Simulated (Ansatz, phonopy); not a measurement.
# Grüneisen parameters and expansion of NaI (Fm-3m), part 2 of 2

Wanted: mode Grüneisen parameters of NaI and a free-energy fit over volumes.

Measurements to reproduce:
- volume expansion coefficient 135 1e-6/K near room temperature (given in “Descriptors for thermal expansion in solids”, 2017, arXiv:1701.03966)

Ansatz 0.2.0; DFT LDA, scalar-relativistic, plane waves, PAW.

So far. Step 13 (Single point at a scaled cell, V/V0 0.97): The run ends at a pressure of 0.68 GPa. Step 14 (Lattice dynamics at this volume, V/V0 0.97): No mode is imaginary beyond numerical noise at the solved wavevectors. The highest zone-centre mode (no LO–TO term) moved by +7.9 % for a volume change of -3.0 %.

### Step 15. A cell at another volume, V/V0 1.05

The cell differs from the one that the last finished run ended in (a 4.382 → 4.499 Å, b 4.382 → 4.499 Å, c 4.382 → 4.499 Å).

File input.yaml:

```yaml
crystal:
  lattice:
    - [0.0, 3.1811899859, 3.1811899859]
    - [3.1811899859, 0.0, 3.1811899859]
    - [3.1811899859, 3.1811899859, 0.0]
  atoms:
    - { symbol: Na, position: [0.0, 0.0, 0.0] }
    - { symbol: I, position: [0.5, 0.5, 0.5] }
kpoints:
  mp_grid: { grid: [8, 8, 8] }
hamiltonian:
  xc: lda
scf:
  occupations: { method: fixed }
output:
  forces: true
  stress: true
  eigenvalues: true
  write_density: true
  write_potential: true
  elf: true
  volumetric_format: npy
```

The run is started by

```
$ ansatz run input.yaml --threads 4 --pin off --max-ram 16384MiB --backend cpu --events-out ev --progress --plain --runs-dir out
```

It took 0.65 s on 4 threads of Arm Neoverse V2, shared host; peak memory 0.32 GiB.

The run ends at a pressure of -0.90 GPa.

### Step 16. Phonons, V/V0 1.05

input.yaml, the sections that differ from step 15:

```yaml
output:
  eigenvalues: true
phonons:
  method: dfpt
  dielectric: true
  rigid_motions: translations
  qmesh: [4, 4, 4]
  temperatures: { t_max: 1000, t_step: 50 }
  qpath:
    path:
      - [[0.0, 0.0, 0.0], [0.5, 0.0, 0.5], [0.625, 0.25, 0.625]]
      - [[0.375, 0.375, 0.75], [0.0, 0.0, 0.0], [0.5, 0.5, 0.5], [0.5, 0.25, 0.75], [0.5, 0.0, 0.5]]
    npoints: 10
# crystal, kpoints, hamiltonian, scf: as in step 15
```

Elapsed: 1.7 min, on 4 threads; peak memory 1.4 GiB.

No mode is imaginary beyond numerical noise at the solved wavevectors. The highest zone-centre mode (no LO–TO term) moved by -12.4 % for a volume change of +5.0 %.

### Step 17. Mode Grüneisen parameters

This step: DFT LDA, scalar-relativistic, plane waves, PAW (phonopy 4.10.0).

Numbers from this step:

- share of modes with a negative Grüneisen parameter: 0.028

Mean Grüneisen, by row:

| T (K) | heat-capacity-weighted mean | root mean square |
| --- | --- | --- |
| 50 | 1.519 | 1.726 |
| 100 | 1.674 | 1.851 |
| 200 | 1.716 | 1.883 |
| 300 | 1.724 | 1.889 |
| 500 | 1.728 | 1.891 |
| 800 | 1.729 | 1.892 |

Table of mean mode Grueneisen parameter by wavenumber:

| wavenumber (cm⁻¹) | mean mode Grueneisen parameter |
| --- | --- |
| 3.0 | - |
| 9.1 | 0.295 |
| 15.1 | 1.34 |
| 21.1 | 1.06 |
| 27.2 | 0.931 |
| 33.2 | 0.896 |
| 39.2 | 0.752 |
| 45.3 | 0.898 |
| 51.3 | 1.25 |
| 57.3 | 1.52 |
| 63.4 | 1.35 |
| 69.4 | 1.56 |
| 75.4 | 1.61 |
| 81.5 | 1.6 |
| 87.5 | - |
| 93.6 | - |
| 99.6 | - |
| 105.6 | - |
| 111.7 | - |
| 117.7 | - |
| 123.7 | 2.36 |
| 129.8 | 2.43 |
| 135.8 | 2.51 |
| 141.8 | 2.34 |
| 147.9 | 1.94 |
| 153.9 | 1.71 |
| 159.9 | 1.52 |
| 166.0 | 1.39 |
| 172.0 | 1.33 |
| 178.0 | 1.26 |

Volume series, by row:

| V/V0 | V (Å³/atom) | pressure (GPa) | E - E0 (meV/atom) | gap (eV) | zero-point energy (meV/atom) | lowest on the path (cm⁻¹) | highest at Gamma without the LO-TO term (cm⁻¹) |
| --- | --- | --- | --- | --- | --- | --- | --- |
| 0.97 | 29.74 | 0.681 | 1.898 | 3.719 | 19.17 | 0 | 141.2 |
| 0.985 | 30.2 | 0.326 | 0.462 | 3.668 | 18.63 | 0 | 136 |
| 1 | 30.66 | 0 | 0 | 3.62 | 18.1 | 0 | 130.9 |
| 1.015 | 31.12 | -0.298 | 0.438 | 3.574 | 17.59 | 0 | 125.9 |
| 1.03 | 31.58 | -0.572 | 1.685 | 3.53 | 17.08 | 0 | 121 |
| 1.05 | 32.19 | -0.901 | 4.524 | 3.474 | 16.43 | 0 | 114.7 |

Optical frequency at Gamma without the LO-TO term, mode 4 against V/V0:

| V/V0 | optical frequency at Gamma without the LO-TO term, mode 4 (cm⁻¹) |
| --- | --- |
| 0.9700 | 141 |
| 0.9850 | 136 |
| 1.0000 | 131 |
| 1.0150 | 126 |
| 1.0300 | 121 |
| 1.0500 | 115 |

Grüneisen at points, by row:

| point | branch | frequency (cm⁻¹) | mode Grüneisen parameter |
| --- | --- | --- | --- |
| Γ | 4 | 130.9 | 2.57 |
| Γ | 6 | 180.4 | 1.28 |
| X | 1 | 37 | -0.25 |
| X | 3 | 56.7 | -0.28 |
| X | 4 | 135.4 | 2.59 |
| X | 6 | 141.8 | 2.58 |
| U | 1 | 49.4 | 1.3 |
| U | 2 | 54.5 | -0.15 |
| U | 3 | 63.4 | 1.16 |
| U | 4 | 131.6 | 2.46 |
| U | 5 | 140 | 2.58 |
| U | 6 | 144.1 | 2.06 |
| K | 1 | 49.4 | 1.3 |
| K | 2 | 54.5 | -0.15 |
| K | 3 | 63.4 | 1.16 |
| K | 4 | 131.6 | 2.46 |
| K | 5 | 140 | 2.58 |
| K | 6 | 144.1 | 2.06 |
| L | 1 | 56.5 | 2.42 |
| L | 3 | 80.9 | 1.64 |
| L | 4 | 125.5 | 2.28 |
| L | 6 | 180.9 | 1.2 |
| W | 1 | 50.4 | -0.13 |
| W | 3 | 66.9 | 2.01 |
| W | 4 | 137.2 | 1.93 |
| W | 5 | 139 | 2.57 |

### Step 18. Free-energy fit

This step gave:

```
volume expansion coefficient at 300 K : 137.6 1e-6/K
isothermal bulk modulus at 300 K      : 16.93 GPa
C_P at 300 K                          : 26.35 J/mol-atom/K
Grüneisen parameter at 300 K          : 1.827
```

Energy (each curve on its own zero) against volume; values in meV/atom:

| volume (Å³/atom) | static | F at 0 K | F at 300 K | F at 600 K |
| --- | --- | --- | --- | --- |
| 29.741 | 1.9 | 3.24 | 7.16 | 12.2 |
| 30.201 | 0.46 | 1.26 | 3.68 | 6.79 |
| 30.660 | 0 | 0.27 | 1.17 | 2.3 |
| 31.120 | 0.44 | 0.19 | -0.47 | -1.33 |
| 31.580 | 1.68 | 0.93 | -1.29 | -4.15 |
| 32.194 | 4.52 | 3.12 | -1.25 | -6.82 |

Phonopy-qha, vinet fit of F(V) at each temperature; no electronic free energy. Qha vinet, by row:

| T (K) | fitted volume (Å³/atom) | alpha_V (1e-6/K) | B_T (GPa) | C_P (J/mol-atom/K) | Grueneisen |
| --- | --- | --- | --- | --- | --- |
| 75 | 31.03 | 82.14 | 19.77 | 18.81 | 1.628 |
| 100 | 31.1 | 97.53 | 19.48 | 21.39 | 1.696 |
| 125 | 31.18 | 107.1 | 19.18 | 22.87 | 1.731 |
| 150 | 31.26 | 113.7 | 18.87 | 23.81 | 1.752 |
| 175 | 31.36 | 118.8 | 18.56 | 24.46 | 1.768 |
| 200 | 31.45 | 123.1 | 18.24 | 24.96 | 1.782 |
| 225 | 31.55 | 127 | 17.92 | 25.37 | 1.794 |
| 250 | 31.65 | 130.6 | 17.59 | 25.73 | 1.805 |
| 275 | 31.76 | 134.1 | 17.26 | 26.05 | 1.816 |
| 300 | 31.86 | 137.6 | 16.93 | 26.35 | 1.827 |

The volume expansion coefficient, phonopy-qha, Vinet by temperature:

| temperature (K) | volume expansion coefficient, phonopy-qha, Vinet (1e-6/K) |
| --- | --- |
| 75.0 | 82.1 |
| 100.0 | 97.5 |
| 125.0 | 107 |
| 150.0 | 114 |
| 175.0 | 119 |
| 200.0 | 123 |
| 225.0 | 127 |
| 250.0 | 131 |
| 275.0 | 134 |
| 300.0 | 138 |

The fit gives a volume expansion of 138 × 10⁻⁶/K at 300 K.

### Step 19. Outcome

| Quantity | Value |
| --- | --- |
| volume expansion coefficient at 300 K | 137.6 1e-6/K |
| isothermal bulk modulus at 300 K | 16.93 GPa |
| C_P at 300 K | 26.35 J/mol-atom/K |
| Grüneisen parameter at 300 K | 1.827 |
| mean mode Grüneisen parameter at 300 K | 1.72 |

What this shows: Near room temperature NaI expands by 138 × 10⁻⁶/K in volume by LDA, with C_P = 26.4 J/(mol K) per mole of atoms and B_T = 16.9 GPa. The table stops at 300 K because beyond it the fitted volume comes within 1 % of the largest computed cell, where the fit loses its support. C_P at room temperature is 106 % of the classical 3R an atom. A measured volume expansion coefficient near room temperature is 135 1e-6/K (arXiv:1701.03966); the calculated 138 1e-6/K differs by +2 %. The heat-capacity-weighted Grüneisen parameter goes from 1.52 at 50 K to 1.73 at 800 K; 3 % of the modes stiffen on expansion. Weighting γ by the density of states and each mode's heat capacity at 300 K, modes below 60 cm⁻¹ give about 24 % of the sum of γC that drives the expansion, those up to 120 cm⁻¹ 13 % and the rest 63 %. Among the labelled points γ is largest for branch 4 at X (135 cm⁻¹, 2.6) and most negative for branch 3 at X (56.7 cm⁻¹, -0.28). The PAW files were made for PBE and are used here under another functional, for which the program regenerates the frozen cores.

[Logs are printed without paths, hosts, clocks, repeated set-up lines and the standing remarks that a program may print on its own settings, such as how far it seeks lower states.]

[Hosts, paths, dates, database ids (printed as entryN), source tags and the programs' standing remarks are cut or masked in the printed files.]

[A step with changed settings may run another functional than the one named; its input shows which.]

[Of the runs on displaced cells, only some may be shown.]
